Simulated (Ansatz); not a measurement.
**ScSI: relaxing a made-up structure**

This structure for ScSI is made up. Its elements were placed in a known structure type with a cell scaled to their sizes. What cell does the guess relax to, and how far off was it?

Main program and level: Ansatz 0.2.0; DFT, PBE, plane-wave PAW, files of the set soft_1, scalar-relativistic, no spin, cell and ions relaxed at zero pressure; PAW set soft_1, in the first sound run; inputs show where later runs differ.

**1. Starting point**

It takes space group P4/nmm (No. 129, tetragonal). Conventional cell: a = 5.208 Å, b = 5.208 Å, c = 7.551 Å, α = 90.00°, β = 90.00°, γ = 90.00°. Nearest to I lie 4 Sc at 3.08 Å. Nearest to Sc lie 4 I at 3.08 Å and 4 S at 3.36 Å. Nearest to S lie 4 Sc at 3.36 Å. Farther neighbours and most contacts between anions are not listed.

**2. Relaxing cell and atoms**

The guessed cell has no reason to be at equilibrium. It is relaxed with the atoms, within the space group of the guess.

Contents of input.yaml:

```yaml
crystal:
  lattice:
    - [5.208, 0.0, 0.0]
    - [0.0, 5.208, 0.0]
    - [0.0, 0.0, 7.551]
  atoms:
    - { symbol: I, position: [0.5, 0.5, 0.0] }
    - { symbol: I, position: [0.0, 0.0, 0.0] }
    - { symbol: Sc, position: [0.5, 0.0, 0.2179] }
    - { symbol: Sc, position: [0.0, 0.5, 0.7821] }
    - { symbol: S, position: [0.5, 0.5, 0.5] }
    - { symbol: S, position: [0.0, 0.0, 0.5] }
kpoints:
  mp_grid: { grid: [5, 5, 4] }
scf:
  occupations: { method: fermi_dirac, width: 0.05 }
hamiltonian:
  xc: pbe
  pseudopotentials: { kind: paw, azcp: { folder: soft_1 } }
relax:
  f_tol: 0.015
  max_steps: 70
  cell: {}
output:
  forces: true
  stress: true
```

The run is started by

```
ansatz run input.yaml --threads 4 --pin off --max-ram 10240MiB --backend cpu --events-out ev --progress --plain --runs-dir out
```

Numbers of over 12 decimals in the logs are rounded to 6 here.

Log:

```text
Engine: ansatz 0.2.0, x86_64-unknown-linux-gnu
Pseudopotentials: kind: paw
Pseudopotential: I, paw, valence charge 17, recommended cutoff 420 eV (normal), soft_1/I.paw.azcp
Pseudopotential: Sc, paw, valence charge 11, recommended cutoff 420 eV (normal), soft_1/Sc.paw.azcp
Pseudopotential: S, paw, valence charge 6, recommended cutoff 420 eV (normal), soft_1/S.paw.azcp
Functional definition: PBE
  parameter kappa = 0.804
  parameter beta = 0.066725
  exchange = pbe_x(kappa = kappa, mu = beta*pi^2/3)
  correlation = pbe_c(beta = beta)
Crystal: 6 atoms, lattice volume = 204.808 Å³
Basis set: ecut = 420 eV, 4041 PW (Γ), exchange–correlation on 72×72×108 points (8 copies of the dense FFT grid, shifted against one another)
Bands: 41, of which v1, the nominal top of the filled ones, is band 34 counted from 1 (33 counted from 0)
Symmetry: 16 space group operations
Space group: P4/nmm (ITA 129), of the structure as read, at distance tolerance 5.9e-5 Å
k-points: 18 of 100
Non-local potential: I, projectors of the file, l = 0: 2, l = 1: 2, l = 2: 2, l = 3: 1
Non-local potential: Sc, projectors of the file, l = 0: 3, l = 1: 2, l = 2: 3, l = 3: 1
Non-local potential: S, projectors of the file, l = 0: 2, l = 1: 2, l = 2: 1
PAW form: soft (Blöchl's): semilocal exchange-correlation on the pseudo side does not see the compensation charge
PAW one-centre angular grid: I, 590 points (default); XC on 64 Gauss nodes
PAW one-centre angular grid: Sc, 590 points (default); XC on 64 Gauss nodes
PAW one-centre angular grid: S, 110 points (default); XC on 64 Gauss nodes
Initial density: superposition of atomic densities (chi_scale 0.1, normalization cell, long waves kept (reshape's long-wave potential 0.04 eV rms))
Initial wavefunctions: pseudopotential atomic-orbital guess
Functional: x = pbe(κ = 0.804, μ = 0.219515), c = pbe(β = 0.066725)
SCF iter   1: F=—  HF=-21109.340312 eV  |F-HF|=—  |Δ(HF+E_count)|=         —  Δρ=8.03e-2  dr2=3.50e1  ethr=3.10e-3  ⟨swp⟩=6.3  Hψ=2907  notcnv=0
preconditioner: auto → LDOS  [metal: Δε(μ)=0.040 eV  Ē_g=4.611 eV  σ=0.050 eV  W_gap=0.19  n_scr=36 (ndim 8)  ℏωp=14.7 eV  f_vac=0.063  D(μ)=8.07/eV (n_scr^D=58)  β→1.0]
SCF iter   2: F=—  HF=-21105.652317 eV  |F-HF|=—  |Δ(HF+E_count)|=    3.69e0  Δρ=4.42e-2  dr2=5.91e0  ethr=3.10e-3  ⟨swp⟩=5.9  Hψ=2199  notcnv=0  defer=2
SCF iter   3: F=—  HF=-21104.166167 eV  |F-HF|=—  |Δ(HF+E_count)|=    1.49e0  Δρ=1.56e-2  dr2=1.09e0  ethr=3.10e-3  ⟨swp⟩=4.9  Hψ=1722  notcnv=0  defer=2
SCF iter   4: F=—  HF=-21104.139801 eV  |F-HF|=—  |Δ(HF+E_count)|=   2.64e-2  Δρ=7.48e-3  dr2=3.93e-1  ethr=1.60e-3  ⟨swp⟩=3.0  Hψ=982  notcnv=0
SCF iter   5: F=—  HF=-21104.119182 eV  |F-HF|=—  |Δ(HF+E_count)|=   2.06e-2  Δρ=1.61e-3  dr2=1.25e-2  ethr=5.78e-4  ⟨swp⟩=2.0  Hψ=857  notcnv=0
SCF iter   6: F=—  HF=-21104.117130 eV  |F-HF|=—  |Δ(HF+E_count)|=   2.05e-3  Δρ=4.37e-4  dr2=5.77e-4  ethr=1.84e-5  ⟨swp⟩=2.6  Hψ=1109  notcnv=0
SCF iter   7: F=—  HF=-21104.117415 eV  |F-HF|=—  |Δ(HF+E_count)|=   2.85e-4  Δρ=1.61e-4  dr2=6.40e-5  ethr=8.49e-7  ⟨swp⟩=3.2  Hψ=1679  notcnv=0
SCF iter   8: F=—  HF=-21104.117560 eV  |F-HF|=—  |Δ(HF+E_count)|=   1.46e-4  Δρ=6.86e-5  dr2=2.02e-5  ethr=9.41e-8  ⟨swp⟩=2.1  Hψ=1144  notcnv=0
SCF iter   9: F=—  HF=-21104.117562 eV  |F-HF|=—  |Δ(HF+E_count)|=   1.44e-6  Δρ=3.04e-5  dr2=3.35e-6  ethr=2.97e-8  ⟨swp⟩=2.1  Hψ=932  notcnv=0
SCF iter  10: F=—  HF=-21104.117562 eV  |F-HF|=—  |Δ(HF+E_count)|=   3.30e-7  Δρ=5.44e-6  dr2=1.56e-7  ethr=4.92e-9  ⟨swp⟩=2.1  Hψ=1160  notcnv=0
SCF iter  11: F=-21104.117562 eV  HF=-21104.117562 eV  |F-HF|=8.44e-10  |Δ(HF+E_count)|=   1.57e-8  Δρ=1.99e-6  dr2=6.43e-9  ethr=1.47e-10  ⟨swp⟩=5.2  Hψ=2744  notcnv=0
SCF 1 converged in 11 iterations: F = -21104.117562 eV  dr2 = 6.43e-9
  greatest PAW one-centre occupation: 0.999 electrons in one spin orbital (limit 2), on the I atom at site 1 (counted from 0), in its partial waves of l = 2
relax step   1: F+E_penalty+E_count = -21104.11756151 eV  Δ(F+E_penalty+E_count) = +0.000e0 eV  max|allowed force component| = 3.160e0 eV/Å  Δτ_max = 0.0000 Å  P = -6.214 GPa  Ω = 204.808 Å³  (11 SCF iters, dr2 threshold 1.00e-7 eV, accepted)
Crystal: 6 atoms, lattice volume = 196.119 Å³
Basis set: ecut = 420 eV, 3857 PW (Γ), exchange–correlation on 72×72×108 points (8 copies of the dense FFT grid, shifted against one another)
Initial density: handed on by an earlier stage of this run
Initial wavefunctions: those handed on with the density
iter 1 solved again at ethr=9.43e-4 eV; its pass at ethr=3.10e-3 eV (dr2=6.41e-1 eV) is discarded
SCF iter   1: F=—  HF=-21105.825692 eV  |F-HF|=—  |Δ(HF+E_count)|=         —  Δρ=1.25e-2  dr2=6.55e-1  ethr=9.43e-4  ⟨swp⟩=1.4  Hψ=4277  notcnv=0
preconditioner: auto → Resta (q_TF=auto, 2.287 Å⁻¹)  ε∞=7.0  [insulator: Δε(μ)=0.314 eV  Ē_g=6.127 eV  σ=0.050 eV  W_gap=0.91  n_scr=36 (ndim 8)  ℏωp=15.0 eV  f_vac=0.078  D(μ)=0.13/eV (n_scr^D=0)  ε∞_Penn≈7.0]
SCF iter   2: F=—  HF=-21105.777043 eV  |F-HF|=—  |Δ(HF+E_count)|=   4.86e-2  Δρ=1.06e-2  dr2=3.69e-1  ethr=9.43e-4  ⟨swp⟩=3.1  Hψ=1063  notcnv=0
preconditioner: auto → LDOS  [metal: Δε(μ)=0.029 eV  Ē_g=5.863 eV  σ=0.050 eV  W_gap=0.14  n_scr=36 (ndim 8)  ℏωp=15.0 eV  f_vac=0.080  D(μ)=1.54/eV (n_scr^D=2)  β→1.0]
SCF iter   3: F=—  HF=-21105.738455 eV  |F-HF|=—  |Δ(HF+E_count)|=   3.86e-2  Δρ=2.79e-3  dr2=1.52e-2  ethr=5.42e-4  ⟨swp⟩=2.8  Hψ=1015  notcnv=0
SCF iter   4: F=—  HF=-21105.739110 eV  |F-HF|=—  |Δ(HF+E_count)|=   6.54e-4  Δρ=6.81e-4  dr2=7.13e-4  ethr=2.23e-5  ⟨swp⟩=2.4  Hψ=1071  notcnv=0
SCF iter   5: F=—  HF=-21105.739444 eV  |F-HF|=—  |Δ(HF+E_count)|=   3.34e-4  Δρ=1.66e-4  dr2=5.85e-5  ethr=1.05e-6  ⟨swp⟩=2.1  Hψ=1152  notcnv=0
SCF iter   6: F=—  HF=-21105.739576 eV  |F-HF|=—  |Δ(HF+E_count)|=   1.32e-4  Δρ=4.66e-5  dr2=4.93e-6  ethr=8.60e-8  ⟨swp⟩=2.4  Hψ=1279  notcnv=0
SCF iter   7: F=—  HF=-21105.739581 eV  |F-HF|=—  |Δ(HF+E_count)|=   5.76e-6  Δρ=1.55e-5  dr2=1.11e-6  ethr=8.82e-10  ⟨swp⟩=5.4  Hψ=2695  notcnv=0
SCF iter   8: F=-21105.739582 eV  HF=-21105.739582 eV  |F-HF|=3.89e-8  |Δ(HF+E_count)|=   3.65e-7  Δρ=4.66e-6  dr2=4.33e-8  ethr=8.82e-10  ⟨swp⟩=5.1  Hψ=2481  notcnv=0
SCF 2 converged in 8 iterations: F = -21105.739582 eV  dr2 = 4.33e-8
relax step   2: F+E_penalty+E_count = -21105.73958169 eV  Δ(F+E_penalty+E_count) = -1.622e0 eV  max|allowed force component| = 3.093e0 eV/Å  Δτ_max = 0.1950 Å  P = -6.661 GPa  Ω = 196.119 Å³  energy of the carried Pulay correction = +3.875e-4 eV  (8 SCF iters, dr2 threshold 6.00e-7 eV, accepted)
Crystal: 6 atoms, lattice volume = 186.309 Å³
Basis set: ecut = 420 eV, 3613 PW (Γ), exchange–correlation on 72×72×108 points (8 copies of the dense FFT grid, shifted against one another)
iter 1 solved again at ethr=2.56e-4 eV; its pass at ethr=3.10e-3 eV (dr2=1.74e-1 eV) is discarded
SCF iter   1: F=—  HF=-21107.266883 eV  |F-HF|=—  |Δ(HF+E_count)|=         —  Δρ=1.01e-2  dr2=1.76e-1  ethr=2.56e-4  ⟨swp⟩=1.6  Hψ=4062  notcnv=0
preconditioner: auto → Resta (q_TF=auto, 2.306 Å⁻¹)  ε∞=7.2  [insulator: Δε(μ)=0.654 eV  Ē_g=6.205 eV  σ=0.050 eV  W_gap=1.00  n_scr=36 (ndim 8)  ℏωp=15.4 eV  f_vac=0.070  D(μ)=0.00/eV (n_scr^D=0)  ε∞_Penn≈7.2]
SCF iter   2: F=—  HF=-21107.246624 eV  |F-HF|=—  |Δ(HF+E_count)|=   2.03e-2  Δρ=5.31e-3  dr2=3.62e-2  ethr=2.56e-4  ⟨swp⟩=3.0  Hψ=1269  notcnv=0
SCF iter   3: F=—  HF=-21107.248542 eV  |F-HF|=—  |Δ(HF+E_count)|=   1.92e-3  Δρ=2.62e-3  dr2=1.86e-2  ethr=5.32e-5  ⟨swp⟩=2.6  Hψ=1279  notcnv=0
SCF iter   4: F=—  HF=-21107.248547 eV  |F-HF|=—  |Δ(HF+E_count)|=   4.29e-6  Δρ=7.27e-4  dr2=9.47e-4  ethr=2.73e-5  ⟨swp⟩=2.1  Hψ=992  notcnv=0
SCF iter   5: F=—  HF=-21107.249195 eV  |F-HF|=—  |Δ(HF+E_count)|=   6.49e-4  Δρ=1.82e-4  dr2=1.12e-4  ethr=1.39e-6  ⟨swp⟩=2.0  Hψ=988  notcnv=0
SCF iter   6: F=—  HF=-21107.249455 eV  |F-HF|=—  |Δ(HF+E_count)|=   2.60e-4  Δρ=5.05e-5  dr2=1.04e-5  ethr=1.65e-7  ⟨swp⟩=2.0  Hψ=996  notcnv=0
SCF iter   7: F=—  HF=-21107.249475 eV  |F-HF|=—  |Δ(HF+E_count)|=   1.96e-5  Δρ=1.71e-5  dr2=1.01e-6  ethr=1.53e-8  ⟨swp⟩=2.0  Hψ=1038  notcnv=0
SCF iter   8: F=-21107.249478 eV  HF=-21107.249478 eV  |F-HF|=2.13e-7  |Δ(HF+E_count)|=   2.75e-6  Δρ=5.44e-6  dr2=7.31e-8  ethr=8.82e-10  ⟨swp⟩=5.1  Hψ=2601  notcnv=0
SCF 3 converged in 8 iterations: F = -21107.249478 eV  dr2 = 7.31e-8
relax step   3: F+E_penalty+E_count = -21107.24947774 eV  Δ(F+E_penalty+E_count) = -1.510e0 eV  max|allowed force component| = 2.480e0 eV/Å  Δτ_max = 0.1992 Å  P = -6.405 GPa  Ω = 186.309 Å³  energy of the carried Pulay correction = +8.457e-4 eV  (8 SCF iters, dr2 threshold 6.00e-7 eV, accepted)
[...]
relax step   4: F+E_penalty+E_count = -21108.43160678 eV  Δ(F+E_penalty+E_count) = -1.182e0 eV  max|allowed force component| = 1.475e0 eV/Å  Δτ_max = 0.1991 Å  P = -4.628 GPa  Ω = 174.305 Å³  energy of the carried Pulay correction = +1.439e-3 eV  (7 SCF iters, dr2 threshold 6.00e-7 eV, accepted)
[...]
relax step   5: F+E_penalty+E_count = -21108.96231452 eV  Δ(F+E_penalty+E_count) = -5.307e-1 eV  max|allowed force component| = 1.200e-1 eV/Å  Δτ_max = 0.1981 Å  P = +0.019 GPa  Ω = 159.679 Å³  energy of the carried Pulay correction = +2.215e-3 eV  (8 SCF iters, dr2 threshold 6.00e-7 eV, accepted)
[...]
relax step   6: F+E_penalty+E_count = -21108.97292491 eV  Δ(F+E_penalty+E_count) = -1.061e-2 eV  max|allowed force component| = 2.231e-2 eV/Å  Δτ_max = 0.0166 Å  P = -0.020 GPa  Ω = 159.587 Å³  energy of the carried Pulay correction = +2.220e-3 eV  (6 SCF iters, dr2 threshold 6.00e-7 eV, accepted)
[...]
relax step   7: F+E_penalty+E_count = -21108.97305194 eV  Δ(F+E_penalty+E_count) = -1.270e-4 eV  max|allowed force component| = 2.233e-3 eV/Å  Δτ_max = 0.0034 Å  P = +0.012 GPa  Ω = 159.505 Å³  energy of the carried Pulay correction = +2.224e-3 eV  (5 SCF iters, dr2 threshold 3.11e-8 eV, accepted)
Basis set: ecut = 420 eV, 3059 PW (Γ), exchange–correlation on 72×72×96 points (8 copies of the dense FFT grid, shifted against one another)
Initial wavefunctions: pseudopotential atomic-orbital guess (no wavefunctions were taken with the density)
iter 1 solved again at ethr=1.70e-7 eV; its pass at ethr=3.10e-3 eV (dr2=1.15e-4 eV) is discarded
SCF iter   1: F=—  HF=-21108.970795 eV  |F-HF|=—  |Δ(HF+E_count)|=         —  Δρ=1.28e-4  dr2=3.62e-6  ethr=1.70e-7  ⟨swp⟩=4.2  Hψ=5274  notcnv=0
preconditioner: auto → Resta (q_TF=auto, 2.367 Å⁻¹)  ε∞=7.0  [insulator: Δε(μ)=0.123 eV  Ē_g=6.794 eV  σ=0.050 eV  W_gap=0.54  n_scr=36 (ndim 8)  ℏωp=16.6 eV  f_vac=0.055  D(μ)=0.60/eV (n_scr^D=0)  ε∞_Penn≈7.0]
SCF iter   2: F=—  HF=-21108.970889 eV  |F-HF|=—  |Δ(HF+E_count)|=   9.34e-5  Δρ=6.64e-5  dr2=9.89e-7  ethr=5.32e-9  ⟨swp⟩=2.0  Hψ=1216  notcnv=0
SCF iter   3: F=—  HF=-21108.970894 eV  |F-HF|=—  |Δ(HF+E_count)|=   5.13e-6  Δρ=9.61e-6  dr2=1.75e-7  ethr=1.45e-9  ⟨swp⟩=2.1  Hψ=1324  notcnv=0
SCF iter   4: F=—  HF=-21108.970894 eV  |F-HF|=—  |Δ(HF+E_count)|=   8.64e-9  Δρ=3.07e-6  dr2=6.73e-9  ethr=2.58e-10  ⟨swp⟩=2.1  Hψ=969  notcnv=0
SCF iter   5: F=—  HF=-21108.970894 eV  |F-HF|=—  |Δ(HF+E_count)|=   1.28e-8  Δρ=6.12e-7  dr2=1.20e-9  ethr=9.90e-12  ⟨swp⟩=2.0  Hψ=1045  notcnv=0
SCF iter   6: F=—  HF=-21108.970894 eV  |F-HF|=—  |Δ(HF+E_count)|=   1.96e-9  Δρ=2.94e-7  dr2=3.45e-10  ethr=1.77e-12  ⟨swp⟩=2.0  Hψ=973  notcnv=0
SCF iter   7: F=-21108.970894 eV  HF=-21108.970894 eV  |F-HF|=1.46e-11  |Δ(HF+E_count)|=  8.66e-10  Δρ=1.18e-7  dr2=4.40e-11  ethr=1.00e-12  ⟨swp⟩=3.7  Hψ=2867  notcnv=0
SCF 8 converged in 7 iterations: F = -21108.970894 eV  dr2 = 4.40e-11
relax step   8: F+E_penalty+E_count = -21108.97089404 eV  Δ(F+E_penalty+E_count) = +2.158e-3 eV  max|allowed force component| = 2.367e-3 eV/Å  Δτ_max = 0.0000 Å  P = +0.008 GPa  Ω = 159.505 Å³  stress off target by 1.10e-2 GPa  SCF on the basis re-selected at this cell (its energy is not comparable with the rows above)  (7 SCF iters)
basis re-selected at this cell: Δ(F+E_penalty+E_count) = +2.158e-3 eV, ΔP = -0.003 GPa vs the last step (what re-selecting the basis moved, of the pressure what is left beyond the Pulay correction that the steps carried, after the strain that the cell walked since its last selection, with what the two solves' SCF thresholds leave and, on support functions, any second-order correction that the steps lacked; it is no measure of the basis error at this ecutwfc). The dense FFT grid was sized anew with the basis: this SCF ran on 36×36×48 points, the steps before it on 36×36×54, so part of this shift can come from that change (see relax.cell in the input reference). [rest of the remark cut]
SCF converged after 7 iterations
Free energy (F): -21108.970894 eV
Harris-Foulkes:  -21108.970894 eV  (|F-HF|=1.46e-11)
Internal energy: -21108.965424 eV  (E = F + TS)
E sigma→0 (E₀):  -21108.968159 eV
Entropy (-TS):   -0.005470 eV (-0.912 meV/atom)
Fermi energy:    8.646697 eV
--- Per-component energies (eV) ---
  E_band       = -1069.135992
  E_kinetic    = 942.653904
  E_local      = -6348.544327  (includes V_loc(G=0)·N_el)
  E_nonlocal   = 582.096004
  E_hartree    = 2686.956007
  E_xc         = -567.176815
  E_vxc        = -600.850843  (∫ρ·V_xc dr)
  E_paw        = -12763.322528  (= ΣΔE_a)
  E_vpaw       = -1018.397764  (= ΣTr[D̂ρ^β])
  E_aug_tail   = -0.004866  (compensation charges beyond the density's cutoff)
  E_ewald      = -5641.622802
  E_smearing   = -0.005470  (= −TS)
  E_closure    = 0.000000  (closes the sum)
  Σ components = -21108.970894   (vs F -21108.970894, Δ=0.00e0)
--- Forces (eV/Å), atoms counted from 1 ---
  atom   1  I      0.00000000     0.00000000    -0.00000000
  atom   2  I      0.00000000     0.00000000     0.00000000
  atom   3  Sc     0.00000000     0.00000000     0.00236686
  atom   4  Sc     0.00000000     0.00000000    -0.00236686
  atom   5  S      0.00000000     0.00000000     0.00000000
  atom   6  S      0.00000000     0.00000000     0.00000000
  max |Σ_I F_I| component: 4.16e-17 eV/Å
--- Stress (GPa, compression-positive) ---
        0.007100       0.000000       0.000000
        0.000000       0.007100       0.000000
        0.000000       0.000000       0.011030
  P = ⅓ Tr σ = 0.0084 GPa (0.084 kbar)
--- Relaxed structure (7 steps of the walk, 7 accepted, 1 SCFs on fresh bases) ---
  F+E_penalty+E_count = -21108.97089404 eV   max|allowed force component| = 2.367e-3 eV/Å   (the final SCF, on the basis selected at the relaxed cell)
  cell:  # Å, volume = 159.5045 Å³
    - [4.831665, 0, 0.0]
    - [0, 4.831665, 0.0]
    - [0.0, 0.0, 6.832495]
  atoms:
    - { symbol: I, position: [0.5, 0.5, 0] }
    - { symbol: I, position: [0, 0, 0] }
    - { symbol: Sc, position: [0.5, 0, 0.325358] }
    - { symbol: Sc, position: [0, 0.5, 0.674642] }
    - { symbol: S, position: [0.5, 0.5, 0.500000] }
    - { symbol: S, position: [0, 0, 0.500000] }
```

It took 6.5 s on 4 threads of AMD EPYC 9B45 (Zen 5), shared host; peak memory 0.68 GiB.

Step by step:

```tsv
step	energy less that of the first step (eV)	largest force component (eV/Å)	pressure (GPa)	volume (Å³)
1	0.0000	3.1596	-6.21	204.81
2	-1.6220	3.0931	-6.66	196.12
3	-3.1319	2.4804	-6.40	186.31
4	-4.3140	1.4747	-4.63	174.31
5	-4.8448	0.1200	0.02	159.68
6	-4.8554	0.0223	-0.02	159.59
7	-4.8555	0.0022	0.01	159.50
8*	-4.8533	0.0024	0.01	159.50
```

Relaxation steps marked * repeat the geometry before them on a plane-wave basis chosen anew for their cell, so energy and pressure can jump there.

Forces are held to the 16 operations that the run works with; a distortion that breaks them can't arise in this run.

```tsv
conventional cell, symmetrised	before	after	change
a (Å)	5.208	4.832	-7.2 %
b (Å)	5.208	4.832	-7.2 %
c (Å)	7.551	6.832	-9.5 %
volume (Å³/atom)	34.13	26.58	-22.1 %
```

The atoms that moved most (Å, as changes of fractional coordinates times the final cell):

```tsv
atom	dx	dy	dz	length
Sc4	0.000	0.000	-0.734	0.734
Sc3	0.000	0.000	0.734	0.734
```

The relaxed structure:

```cif
data_structure
_symmetry_space_group_name_H-M 'P 1'
_symmetry_Int_Tables_number 1
_cell_length_a 4.8317
_cell_length_b 4.8317
_cell_length_c 6.8325
_cell_angle_alpha 90.000
_cell_angle_beta 90.000
_cell_angle_gamma 90.000
_cell_volume 159.50
loop_
_atom_site_label
_atom_site_type_symbol
_atom_site_fract_x
_atom_site_fract_y
_atom_site_fract_z
_atom_site_occupancy
I1 I 0.50000 0.50000 0.00000 1
I2 I 0.00000 0.00000 0.00000 1
Sc3 Sc 0.50000 0.00000 0.32536 1
Sc4 Sc 0.00000 0.50000 0.67464 1
S5 S 0.50000 0.50000 0.50000 1
S6 S 0.00000 0.00000 0.50000 1
```

Numbers from this step:

* free energy: -21108.9709 eV
* energy at zero smearing: -21108.9682 eV
* smearing term TS: 0.005470 eV
* Fermi energy: 8.647 eV
* gap by band count: 0.1227 eV
* electrons: 68
* symmetry operations: 16
* pressure: 0.008410 GPa

Shortest distances by pair of elements, guess and relaxed (not always the same contact):

```tsv
pair	guess (Å)	relaxed (Å)
S–Sc	3.364	2.694
I–Sc	3.080	3.283
I–S	3.776	3.416
I–I	3.683	3.417
S–S	3.683	3.417
```

The relaxation ends with a largest force component of 0.0024 eV/Å and a pressure of 0.01 GPa.

[end of part 1 of 2]

[Logs are printed without paths, hosts, clocks, repeated set-up lines and the standing remarks that a program may print on its own settings, such as how far it seeks lower states.]

[Hosts, paths, dates, database ids (printed as entryN), source tags and the programs' standing remarks are cut or masked in the printed files.]
